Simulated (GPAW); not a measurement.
# Near-edge structure at the Sn K edge of SnO2 (R-3m), part 2 of 3

Aim: the dependence of the Sn K near-edge features of SnO2 (R-3m) on volume.

GPAW 26.7.0; X-ray absorption from dipole matrix elements to empty bands, plane-wave PAW LDA.

So far. Step 2 (The field without a hole): The mesh shows a gap of 1.76 eV, so the hole is first treated in a charged cell, without the excited electron.

### Step 4. Spectrum with FCH, Sn atom 1

The holes are 6.1 Å apart. In GPAW the data set carries the hole's charge, so charge=0 means a charged cell and charge=-1 a neutral one. The excited electron is left out and a uniform background balances the charge. After the field has converged, empty bands are computed with the density fixed and the dipole matrix elements are summed.

The absorber has 6 O at 2.13 Å (distorted octahedral, site symmetry -3m).

xas.py

```python
import numpy as np
from ase import Atoms
from ase.parallel import parprint, paropen
from gpaw import GPAW, PW, FermiDirac, Mixer, MixerDif, setup_paths
from gpaw.test import gen
setup_paths.insert(0, '.')
gen('Sn', name='fch1s', xcname='LDA', corehole=(1, 0, 1), write_xml=True)
from gpaw.mpi import world
world.barrier()

atoms = Atoms('Sn4O8',
    cell=[[3.23418615, -1.86725824, 4.80059258],
     [-3.23418615, -1.86725824, 4.80059258],
     [0, -3.73451649, -4.80059258]],
    scaled_positions=[[0.5, 0.5, 0.5],
     [0, 0, 0.5],
     [0.5, 0, 0],
     [0, 0.5, 0],
     [0.76283, 0.76283, 0.23717],
     [0.26283, 0.26283, 0.23717],
     [0.76283, 0.26283, 0.73717],
     [0.26283, 0.76283, 0.73717],
     [0.23717, 0.23717, 0.76283],
     [0.73717, 0.73717, 0.76283],
     [0.23717, 0.73717, 0.26283],
     [0.73717, 0.23717, 0.26283]],
    pbc=True)
atoms.calc = calc = GPAW(legacy_gpaw=True, mode=PW(500), xc='LDA', setups={0: 'fch1s'},
    kpts={'size': (4, 4, 4), 'gamma': True}, occupations=FermiDirac(0.02),
    charge=0, mixer=Mixer(0.1, 5, 50), maxiter=150,
    convergence={'density': 0.0001}, txt='scf.txt')
energy = atoms.get_potential_energy() + calc.get_reference_energy()
ef = calc.get_fermi_level()
out = dict(energy=energy, fermi=ef, forces=atoms.get_forces().tolist())
parprint(f'all-electron energy {energy:.4f} eV, Fermi level {ef:.4f} eV')
ev = np.array([[calc.get_eigenvalues(k, s) for k in range(len(calc.get_ibz_k_points()))] for s in range(calc.get_number_of_spins())])
out['homo'], out['lumo'], out['counts'] = ev[ev < ef].max(), ev[ev > ef].min(), sorted(set((ev < ef).sum((0, 2)).tolist()))
out['filled'] = (ev[:, 0] < ef).sum(1).tolist()

from ase.units import Ha
from gpaw.xas import dipole_matrix_elements
nb = int(calc.get_number_of_electrons() / 2) + 106
top, nb = nb, nb + 8 + nb // 12
nscf = calc.fixed_density(kpts={'size': (4, 4, 4), 'gamma': True}, nbands=nb,
    convergence={'bands': top, 'eigenstates': 1e-5}, maxiter=60, txt='nscf.txt')
cell = atoms.cell.array
ops = [cell.T @ U.T @ np.linalg.inv(cell.T) for U in nscf.wfs.kd.symmetry.op_scc]
filled = [52]  # bands filled in the ground state, by spin
E = np.arange(-6, 34, 0.1)
fwhm = np.interp(E, [4, 25], [8.49, 8.49])
Y, X, zero, highest = 0, 0, 1e9, 1e9
for spin in range(nscf.get_number_of_spins()):
    wfs = nscf.wfs
    A = dipole_matrix_elements(wfs.setups[0])
    eps = np.zeros((wfs.kd.nibzkpts, nb))
    d = np.zeros((3, A.shape[1], wfs.kd.nibzkpts, nb), complex)
    for kpt in wfs.kpt_u:
        if kpt.s == spin and 0 in kpt.P_ani:
            eps[kpt.k] = kpt.eps_n * Ha
            d[:, :, kpt.k] = (kpt.weight * wfs.nspins / 2) ** 0.5 * np.inner(A, kpt.P_ani[0])
    world.sum(eps)
    world.sum(d)
    T = np.einsum('amkn,bmkn->abkn', d, d.conj()).real
    T = sum(np.einsum('ai,ijkn,bj->abkn', R, T, R) for R in ops) / len(ops)
    empty = np.ones_like(eps, bool) & (np.arange(nb) >= filled[spin])
    zero, highest = min(zero, eps[empty].min()), min(highest, eps[:, top - 1].min())
    lines = [(eps, T, empty)] if spin == 0 else lines + [(eps, T, empty)]
for eps, T, empty in lines:
    f = np.einsum('aakn->akn', T).reshape(3, -1)
    x = eps.ravel() - zero
    w = np.interp(x, E, fwhm) / 2.35482
    g = np.exp(-0.5 * ((E[:, None] - x) / w) ** 2) / (w * (2 * np.pi) ** 0.5)
    Y = Y + (f * empty.ravel()) @ g.T
    X = X + (f * ~empty.ravel()) @ g.T
out.update(E=E.round(2).tolist(), xas=Y.tolist(), xes=X.tolist(), zero=zero, valid=highest - zero, nk=len(eps), nb=nb)
for i in range(0, len(E), 10):
    parprint(f'{E[i]:7.2f}', *(f'{v:10.3e}' for v in Y[:, i]))
import json
with paropen('out.json', 'w') as f:
    json.dump(out, f)
```

On the command line:

```bash
OMP_NUM_THREADS=1 mpirun -n 2 gpaw python xas.py
```

Numbers of over 12 decimals in the logs are rounded to 6 here.

The log of the run:

```text
Input parameters:
  convergence: {density: 0.0001}
  kpts: {gamma: True,
         size: (4, 4, 4)}
  maxiter: 150
  mixer: {backend: pulay,
          beta: 0.1,
          method: separate,
          nmaxold: 5,
          weight: 50}
  mode: {ecut: 500.0,
         name: pw}
  occupations: {fixmagmom: False,
                name: fermi-dirac,
                width: 0.02}
  setups: {0: fch1s}

Initialize ...

[... PAW data sets ...]

Reference energy: -658421.094069  # eV

Spin-paired calculation

[... convergence settings ...]
Symmetries present (total): 4
  [... symmetry matrices ...]

64 k-points: 4 x 4 x 4 Monkhorst-Pack grid + [1/8,1/8,1/8]
24 k-points in the irreducible part of the Brillouin zone
       k-points in crystal coordinates                weights
   0:     0.00000000    0.00000000    0.00000000          1/64
   1:     0.00000000    0.00000000    0.25000000          2/64
   2:     0.00000000    0.00000000    0.50000000          1/64
   3:     0.25000000   -0.25000000    0.00000000          2/64
   4:     0.25000000   -0.25000000    0.25000000          4/64
   5:     0.25000000   -0.25000000    0.50000000          2/64
   6:     0.25000000    0.00000000   -0.25000000          4/64
   7:     0.25000000    0.00000000    0.00000000          4/64
   8:     0.25000000    0.00000000    0.25000000          4/64
   9:     0.25000000    0.00000000    0.50000000          4/64
          ...
  23:     0.50000000    0.50000000    0.50000000          1/64

Wave functions: Plane wave expansion
  Cutoff energy: 500.000 eV
  Number of coefficients (min, max): 4373, 4458
  Pulay-stress correction: 0.000000 eV/Ang^3 (de/decut=0.000000)
  Using FFTW library
  Wavefunction extrapolation:
    Improved wavefunction reuse through dual PAW basis

Occupation numbers: Fermi-Dirac:
  width: 0.0200  # eV

Eigensolver
   Davidson(niter=2)

Densities:
  Coarse grid: 32*32*32 grid
  Fine grid: 64*64*64 grid
  Total Charge: 1.000000

Density mixing:
  Method: separate
  Backend: pulay
  Linear mixing parameter: 0.1
  old densities: 5
  Width of damping distribution: 1.1
  Damping of long wavelength oscillations: 50

[... Hamiltonian set-up ...]
Number of atoms: 12
Number of atomic orbitals: 68
Number of bands in calculation: 67
Number of valence electrons: 104
Bands to converge: occupied

... initialized

Initializing position-dependent things.

Density initialized from atomic densities
Creating initial wave functions:
  67 bands from LCAO basis set

            O

         OSn     OSn

           OSn
        O       O

            OSn

Atomic positions and initial magnetic moments

Positions:
   0 Sn     0.000000   -3.734516    2.400296    ( 0.0000,  0.0000,  0.0000)
   1 Sn     0.000000   -1.867258   -2.400296    ( 0.0000,  0.0000,  0.0000)
   2 Sn     1.617093   -0.933629    2.400296    ( 0.0000,  0.0000,  0.0000)
   3 Sn    -1.617093   -0.933629    2.400296    ( 0.0000,  0.0000,  0.0000)
   4 O     -0.000000   -3.734516    6.185516    ( 0.0000,  0.0000,  0.0000)
   5 O     -0.000000   -1.867258    1.384923    ( 0.0000,  0.0000,  0.0000)
   6 O      1.617093   -4.668146    1.384923    ( 0.0000,  0.0000,  0.0000)
   7 O     -1.617093   -4.668146    1.384923    ( 0.0000,  0.0000,  0.0000)
   8 O      0.000000   -3.734516   -1.384923    ( 0.0000,  0.0000,  0.0000)
   9 O      0.000000   -5.601775    3.415670    ( 0.0000,  0.0000,  0.0000)
  10 O     -1.617093   -2.800887    3.415670    ( 0.0000,  0.0000,  0.0000)
  11 O      1.617093   -2.800887    3.415670    ( 0.0000,  0.0000,  0.0000)

Unit cell:
           periodic     x           y           z      points  spacing
  1. axis:    yes    3.234186   -1.867258    4.800593    32     0.1631
  2. axis:    yes   -3.234186   -1.867258    4.800593    32     0.1631
  3. axis:    yes    0.000000   -3.734516   -4.800593    32     0.1631

  Lengths:   6.082130   6.082130   6.082130
  Angles:  115.752153 115.752153  64.247847

Effective grid spacing dv^(1/3) = 0.1744

iter:   1  -104.964769
iter:   2   -99.835625   -0.70  -0.93
iter:   3   -94.982503   -0.61  -1.04
iter:   4   -94.828216   -1.66  -1.40
iter:   5   -94.682510   -2.26  -1.61
iter:   6   -94.649304   -2.60  -2.24
iter:   7   -94.635747c  -3.72  -2.42
iter:   8   -94.635389c  -3.70  -2.73
iter:   9   -94.633319c  -4.28  -2.87
iter:  10   -94.633103c  -5.55  -3.15
iter:  11   -94.633052c  -5.44  -3.35
iter:  12   -94.633056c  -6.18  -3.60
iter:  13   -94.633061c  -6.38  -3.61
iter:  14   -94.633056c  -7.33  -3.78
iter:  15   -94.633039c  -6.19  -3.88
iter:  16   -94.633039c  -7.74c -4.65c

Converged after 16 iterations.

Dipole moment: (-0.000000, 0.000000, -0.000000) |e|*Ang

Energy contributions relative to reference atoms: (reference = -658421.094069)

Kinetic:        +25.220600
Potential:      -37.299664
External:        +0.000000
XC:             -81.515037
Entropy (-ST):   -0.000000
Local:           -1.038938
SIC:             +0.000000
--------------------------
Free energy:    -94.633039
Extrapolated:   -94.633039

Showing only first 2 kpts
 Kpt  Band  Eigenvalues  Occupancy
  0    50      2.72473    2.00000
  0    51      2.94672    2.00000
  0    52      4.26177    0.00000
  0    53      6.62165    0.00000

  1    50      2.77625    2.00000
  1    51      2.91552    2.00000
  1    52      5.06842    0.00000
[...]
Fermi level: 3.43782

Gap: 1.315 eV
Transition (v -> c):
  (s=0, k=0, n=51, [0.00, 0.00, 0.00]) -> (s=0, k=0, n=52, [0.00, 0.00, 0.00])
No difference between direct/indirect transitions

Forces in eV/Ang:
  0 Sn    0.00000    0.00000    0.00000
  1 Sn    0.00000    0.00000    0.00000
  2 Sn    0.00000    0.00000    0.00000
  3 Sn    0.00000    0.00000    0.00000
  4 O     0.00000    0.00000    1.06203
  5 O     0.00000   -1.19682    1.00801
  6 O    -1.03647    0.59842    1.00801
  7 O     1.03647    0.59842    1.00801
  8 O     0.00000   -0.00000   -1.06203
  9 O     0.00000    1.19682   -1.00801
 10 O     1.03647   -0.59842   -1.00801
 11 O    -1.03647   -0.59842   -1.00801
Scalar-relativistic atomic LDA calculation for Sn (Tin, Z=50)
Core hole in 1s state (1s occupation: 1.0)
750 radial gridpoints.
|------------------------------------------------|
|------------------------------------------------|
[... the atom generator's iteration count ...]

Energy contributions:
-------------------------
Kinetic:    +5276.056261
XC:          -143.890541
Potential: -10225.661103
-------------------------
Total:      -5093.495383

state      eigenvalue         ekin         rmax
-----------------------------------------------
1s^1.0 : -1088.196241  1367.904766        0.019
2s^2.0 :  -167.334963   290.036643        0.105
2p^6.0 :  -152.111082   277.465433        0.083
3s^2.0 :   -33.069662    83.401320        0.303
3p^6.0 :   -27.833859    78.099019        0.294
3d^10.0:   -19.332510    71.560928        0.244
4s^2.0 :    -5.688765    22.953194        0.727
4p^6.0 :    -4.044466    19.741147        0.763
4d^10.0:    -1.556882    13.630167        0.846
5s^2.0 :    -0.761474     3.525616        1.879
5p^2.0 :    -0.450294     2.286700        2.241
-----------------------------------------------
(units: Bohr and Hartree)

Generating PAW setup
Kinetic energy of the core from tauc = 5260.686108730145
Cutoffs:
rc(s)=2.270
rc(p)=2.400
rc(d)=2.240
rc(vbar)=2.250
rc(comp)=2.260
rc(nct)=2.400

Kinetic energy of the core states: 5128.129960
Charge: 1.0
Core electrons: 35.0
Valence electrons: 14.0
Pseudo-core charge: 0.221958
Shape function alpha=1.958
Pseudo-electron charge 6.372038
state    eigenvalue         norm
--------------------------------
5s(2) :    -0.761474     1.228420
*s    :     0.238526
5p(2) :    -0.450294     1.048618
*p    :     0.549706
4d(10):    -1.556882     0.159600
*d    :    -0.556882
--------------------------------

Diagonalizing with gridspacing h=0.050

state   all-electron     PAW
-------------------------------
5s:      -0.761474    -0.762236
5p:      -0.450294    -0.451667
4d:      -1.556882    -1.557625
*f:                   -0.025424
-------------------------------
all-electron energy -658515.7271 eV, Fermi level 3.4378 eV
[...]
31.00  8.310e-09  8.307e-09  1.258e-08
  32.00  8.420e-09  8.414e-09  1.244e-08
  33.00  8.619e-09  8.606e-09  1.230e-08
```

Wall time 3.9 min (2 MPI ranks of Arm Neoverse V2, shared host); peak memory 0.57 GiB.

The Sn K spectrum, Sn atom 1, full core hole (charged cell) (energy from the lowest empty level; intensity scaled to a mean of 1 over the first 20 eV; polarised curves are means over the symmetry-equivalent atoms):

```tsv
E (eV)	isotropic	ε ⊥ c	ε ∥ c
-2.0	0.14	0.09	0.25
-1.4	0.20	0.13	0.33
-0.8	0.27	0.18	0.43
-0.2	0.35	0.25	0.54
0.4	0.45	0.33	0.67
1.0	0.56	0.44	0.81
1.6	0.69	0.55	0.95
2.2	0.82	0.69	1.09
2.8	0.96	0.83	1.22
3.4	1.10	0.99	1.33
4.0	1.23	1.14	1.42
4.6	1.36	1.29	1.48
5.2	1.46	1.43	1.51
5.8	1.53	1.55	1.50
6.4	1.58	1.64	1.48
7.0	1.61	1.70	1.42
7.6	1.60	1.72	1.35
8.2	1.56	1.71	1.27
8.8	1.51	1.67	1.18
9.4	1.43	1.59	1.09
10.0	1.34	1.50	1.01
10.6	1.24	1.39	0.94
11.2	1.13	1.26	0.88
11.8	1.03	1.14	0.83
12.4	0.94	1.02	0.79
13.0	0.86	0.91	0.76
13.6	0.78	0.81	0.73
14.2	0.72	0.73	0.71
14.8	0.68	0.67	0.70
15.4	0.64	0.62	0.69
16.0	0.62	0.59	0.68
16.6	0.60	0.57	0.66
17.2	0.59	0.56	0.65
17.8	0.59	0.57	0.64
18.4	0.59	0.58	0.62
19.0	0.60	0.59	0.61
19.6	0.60	0.60	0.60
20.2	0.60	0.61	0.59
20.8	0.61	0.62	0.58
21.4	0.60	0.62	0.57
22.0	0.60	0.62	0.56
22.6	0.59	0.61	0.56
23.2	0.58	0.60	0.55
23.8	0.57	0.58	0.55
24.4	0.56	0.56	0.56
25.0	0.54	0.53	0.56
25.6	0.53	0.51	0.56
26.2	0.51	0.48	0.57
26.8	0.50	0.46	0.57
27.4	0.48	0.43	0.58
28.0	0.47	0.42	0.58
28.6	0.46	0.40	0.58
29.2	0.45	0.39	0.58
29.8	0.45	0.38	0.58
30.4	0.45	0.38	0.58
31.0	0.44	0.38	0.57
31.6	0.44	0.38	0.57
```

Main maxima below 29 eV (height): 7.2 eV (1.61). A K edge sees empty p states on the absorber.

The energy difference (zero at 29256 eV) isn't read as a photon energy: for so heavy an absorber the terms left out (the hole's spin, the functional's error) amount to tens of eV or more.

### Step 5. Reference energy of the supercell

The cell changes for the next run, so it gets a reference energy of its own.

The cell differs from the one that the last finished run ended in (a 6.082 → 5.894 Å, b 6.082 → 5.894 Å, c 6.082 → 5.894 Å).

scf.py

```python
import numpy as np
from ase import Atoms
from ase.parallel import parprint, paropen
from gpaw import GPAW, PW, FermiDirac, Mixer, MixerDif, setup_paths
from gpaw.test import gen
setup_paths.insert(0, '.')
gen('Sn', name='nch1s', xcname='LDA', corehole=(1, 0, 0), write_xml=True)
from gpaw.mpi import world
world.barrier()

atoms = Atoms('Sn4O8',
    cell=[[3.13409491, -1.80947054, 4.65202436],
     [-3.13409491, -1.80947054, 4.65202436],
     [0, -3.61894108, -4.65202436]],
    scaled_positions=[[0.5, 0.5, 0.5],
     [0, 0, 0.5],
     [0.5, 0, 0],
     [0, 0.5, 0],
     [0.76283, 0.76283, 0.23717],
     [0.26283, 0.26283, 0.23717],
     [0.76283, 0.26283, 0.73717],
     [0.26283, 0.76283, 0.73717],
     [0.23717, 0.23717, 0.76283],
     [0.73717, 0.73717, 0.76283],
     [0.23717, 0.73717, 0.26283],
     [0.73717, 0.23717, 0.26283]],
    pbc=True)
atoms.calc = calc = GPAW(legacy_gpaw=True, mode=PW(500), xc='LDA', setups={0: 'nch1s'},
    kpts={'size': (4, 4, 4), 'gamma': True}, occupations=FermiDirac(0.02),
    charge=0, mixer=Mixer(0.1, 5, 50), maxiter=150,
    convergence={'density': 0.0001}, txt='scf.txt')
energy = atoms.get_potential_energy() + calc.get_reference_energy()
ef = calc.get_fermi_level()
out = dict(energy=energy, fermi=ef, forces=atoms.get_forces().tolist())
parprint(f'all-electron energy {energy:.4f} eV, Fermi level {ef:.4f} eV')
ev = np.array([[calc.get_eigenvalues(k, s) for k in range(len(calc.get_ibz_k_points()))] for s in range(calc.get_number_of_spins())])
out['homo'], out['lumo'], out['counts'] = ev[ev < ef].max(), ev[ev > ef].min(), sorted(set((ev < ef).sum((0, 2)).tolist()))
out['filled'] = (ev[:, 0] < ef).sum(1).tolist()
import json
with paropen('out.json', 'w') as f:
    json.dump(out, f)
```

On the command line:

```bash
OMP_NUM_THREADS=1 mpirun -n 2 gpaw python scf.py
```

The log of the run:

```text
Input parameters:
  convergence: {density: 0.0001}
  kpts: {gamma: True,
         size: (4, 4, 4)}
  maxiter: 150
  mixer: {backend: pulay,
          beta: 0.1,
          method: separate,
          nmaxold: 5,
          weight: 50}
  mode: {ecut: 500.0,
         name: pw}
  occupations: {fixmagmom: False,
                name: fermi-dirac,
                width: 0.02}
  setups: {0: nch1s}

Initialize ...

[...]
*s    :     0.603157
5p(2) :    -0.142200     1.024228
*p    :     0.857800
4d(10):    -0.952163     0.215312
*d    :     0.047837
--------------------------------

Diagonalizing with gridspacing h=0.050

state   all-electron     PAW
-------------------------------
5s:      -0.396843    -0.397377
5p:      -0.142200    -0.142842
4d:      -0.952163    -0.953074
*f:                    0.066259
-------------------------------
all-electron energy -687767.4331 eV, Fermi level 4.4372 eV
[key lines of the parts left out:]
Converged after 13 iterations.
Dipole moment: (0.000000, 0.000000, -0.000000) |e|*Ang
Free energy:    -81.821314
Fermi level: 4.43720
```

Elapsed: 35 s, on 2 MPI ranks; peak memory 0.29 GiB.

Reference energy: -687767.433 eV with the cores included.

### Step 6. Spectrum with FCH, Sn atom 1

Shorter bonds are expected to push antibonding states and scattering resonances up, and longer ones down; the cell is scaled to test that.

Changed against the first core-hole run: volume scale from 1 to 0.91.

xas.py: that of step 4 with these lines changed.

```diff
@@ -11,5 +11,5 @@
 atoms = Atoms('Sn4O8',
-    cell=[[3.23418615, -1.86725824, 4.80059258],
-     [-3.23418615, -1.86725824, 4.80059258],
-     [0, -3.73451649, -4.80059258]],
+    cell=[[3.13409491, -1.80947054, 4.65202436],
+     [-3.13409491, -1.80947054, 4.65202436],
+     [0, -3.61894108, -4.65202436]],
     scaled_positions=[[0.5, 0.5, 0.5],
@@ -41,3 +41,3 @@
 from gpaw.xas import dipole_matrix_elements
-nb = int(calc.get_number_of_electrons() / 2) + 106
+nb = int(calc.get_number_of_electrons() / 2) + 97
 top, nb = nb, nb + 8 + nb // 12
```

On the command line:

```bash
OMP_NUM_THREADS=1 mpirun -n 2 gpaw python xas.py
```

The log of the run:

```text
Input parameters:
  convergence: {density: 0.0001}
  kpts: {gamma: True,
         size: (4, 4, 4)}
  maxiter: 150
  mixer: {backend: pulay,
          beta: 0.1,
          method: separate,
          nmaxold: 5,
          weight: 50}
  mode: {ecut: 500.0,
         name: pw}
  occupations: {fixmagmom: False,
                name: fermi-dirac,
                width: 0.02}
  setups: {0: fch1s}

Initialize ...

[...]
*d    :    -0.556882
--------------------------------

Diagonalizing with gridspacing h=0.050

state   all-electron     PAW
-------------------------------
5s:      -0.761474    -0.762236
5p:      -0.450294    -0.451667
4d:      -1.556882    -1.557625
*f:                   -0.025424
-------------------------------
all-electron energy -658517.5021 eV, Fermi level 4.4398 eV
[...]
32.00  8.086e-09  8.086e-09  1.255e-08
  33.00  8.029e-09  8.029e-09  1.222e-08
[key lines of the parts left out:]
Converged after 16 iterations.
Dipole moment: (0.000000, 0.000000, -0.000000) |e|*Ang
Free energy:    -96.408010
Fermi level: 4.43980
```

Wall time 2.1 min (2 MPI ranks); peak memory 0.43 GiB.

```tsv
E (eV)	first run	this run
-2.0	0.14	0.13
-1.0	0.24	0.22
0.0	0.38	0.35
1.0	0.56	0.51
2.0	0.78	0.71
3.0	1.01	0.93
4.0	1.23	1.15
5.0	1.43	1.34
6.0	1.55	1.48
7.0	1.61	1.55
8.0	1.58	1.56
9.0	1.48	1.49
10.0	1.34	1.38
11.0	1.17	1.24
12.0	1.00	1.08
13.0	0.86	0.94
14.0	0.74	0.81
15.0	0.66	0.72
16.0	0.62	0.66
17.0	0.60	0.63
18.0	0.59	0.61
19.0	0.60	0.61
20.0	0.60	0.62
21.0	0.61	0.62
22.0	0.60	0.62
23.0	0.59	0.62
24.0	0.57	0.60
25.0	0.54	0.57
26.0	0.52	0.55
27.0	0.49	0.52
28.0	0.47	0.49
29.0	0.46	0.47
30.0	0.45	0.45
31.0	0.44	0.44
32.0	0.45	0.43
```

Against the first run the r.m.s. difference is 5 %. The highest intensity below 24 eV goes from 7.2 eV (1.61) to 7.6 eV (1.56).

The photon energy of the zero moves by +0.20 eV.

### Step 7. Supercell without a hole, the energy reference

The cell changes for the next run, so it gets a reference energy of its own.

The cell differs from the one that the last finished run ended in (a 5.894 → 6.142 Å, b 5.894 → 6.142 Å, c 5.894 → 6.142 Å).

scf.py: that of step 5 with these lines changed.

```diff
@@ -11,5 +11,5 @@
 atoms = Atoms('Sn4O8',
-    cell=[[3.13409491, -1.80947054, 4.65202436],
-     [-3.13409491, -1.80947054, 4.65202436],
-     [0, -3.61894108, -4.65202436]],
+    cell=[[3.26620988, -1.88574715, 4.84812629],
+     [-3.26620988, -1.88574715, 4.84812629],
+     [0, -3.7714943, -4.84812629]],
     scaled_positions=[[0.5, 0.5, 0.5],
```

On the command line:

```bash
OMP_NUM_THREADS=1 mpirun -n 2 gpaw python scf.py
```

The log of the run:

```text
Input parameters:
  convergence: {density: 0.0001}
  kpts: {gamma: True,
         size: (4, 4, 4)}
  maxiter: 150
  mixer: {backend: pulay,
          beta: 0.1,
          method: separate,
          nmaxold: 5,
          weight: 50}
  mode: {ecut: 500.0,
         name: pw}
  occupations: {fixmagmom: False,
                name: fermi-dirac,
                width: 0.02}
  setups: {0: nch1s}

Initialize ...

[...]
*s    :     0.603157
5p(2) :    -0.142200     1.024228
*p    :     0.857800
4d(10):    -0.952163     0.215312
*d    :     0.047837
--------------------------------

Diagonalizing with gridspacing h=0.050

state   all-electron     PAW
-------------------------------
5s:      -0.396843    -0.397377
5p:      -0.142200    -0.142842
4d:      -0.952163    -0.953074
*f:                    0.066259
-------------------------------
all-electron energy -687766.6361 eV, Fermi level 3.1807 eV
[key lines of the parts left out:]
Converged after 17 iterations.
Dipole moment: (0.000000, 0.000000, 0.000000) |e|*Ang
Free energy:    -81.024305
Fermi level: 3.18073
```

Elapsed: 76 s, on 2 MPI ranks; peak memory 0.34 GiB; 2.5 min of CPU time.

Reference energy: -687766.636 eV with the cores included.

(Part 2 of 3 ends here.)

[Banner, clock and machine lines of the logs are left out without a mark of their own.]

[Logs are printed without paths, hosts, clocks, repeated set-up lines and the standing remarks that a program may print on its own settings, such as how far it seeks lower states.]

[Hosts, paths, dates, database ids (printed as entryN), source tags and the programs' standing remarks are cut or masked in the printed files.]

[Lists of maxima count a maximum above −3 eV only where it reaches 4 % of the highest in the window and stands out from its surroundings by 2 % of it (1.5 % where it reaches 55 %); shoulders and weaker maxima are passed over, and of the rest the first, up to two pre-edge ones and the few strongest are named.]
